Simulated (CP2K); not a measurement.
Consider carbonyl fluoride at its PBE geometry (Å).

```xyz
4

O    -0.1909    1.2567   -0.1980
C    -0.0141    0.0973   -0.0155
F     1.0461   -0.6184   -0.4223
F    -0.8410   -0.7356    0.6359
```

Method: CP2K XAS_TDP, all-electron GAPW, PBEh(45%), aug-cc-pVTZ, TDA, GW2X-corrected core level, no relativity.

Question: Where do the C K-edge lines lie, and how strong are they?

Leading lines: C2 292.04 eV. The leading line of an atom is its first one with 35 % of the strongest within 2.5 eV of its lowest line over the strength cut. Core ionisation energies at this level: C2 299.88 eV.

The first six lines of each atom with a strength over 0.0015:

```csv
atom,energy (eV),states,"strength, one atom",above the computed threshold
C2 (bonded to 2 F and O),292.04,1,0.0881,
,295.95,1,0.0151,
,298.58,1,0.0946,
,299.15,2,0.0136,
,299.53,2,0.0087,
,301.70,1,0.0059,yes
```

Lines are vertical, at one geometry, with no vibrational structure. GW2X ionisation energies and lines can be off by 1 to 2 eV either way, and a good line position may hide errors that cancel. These values hold no scalar relativity, about 0.1 eV for C 1s. Rydberg lines, and the discretised continuum above threshold, depend on the basis and the box.

[Banner, clock and machine lines of the logs are left out without a mark of their own.]

[Logs are printed without paths, hosts, clocks, repeated set-up lines and the standing remarks that a program may print on its own settings, such as how far it seeks lower states.]

[Hosts, paths, dates, database ids (printed as entryN), source tags and the programs' standing remarks are cut or masked in the printed files.]
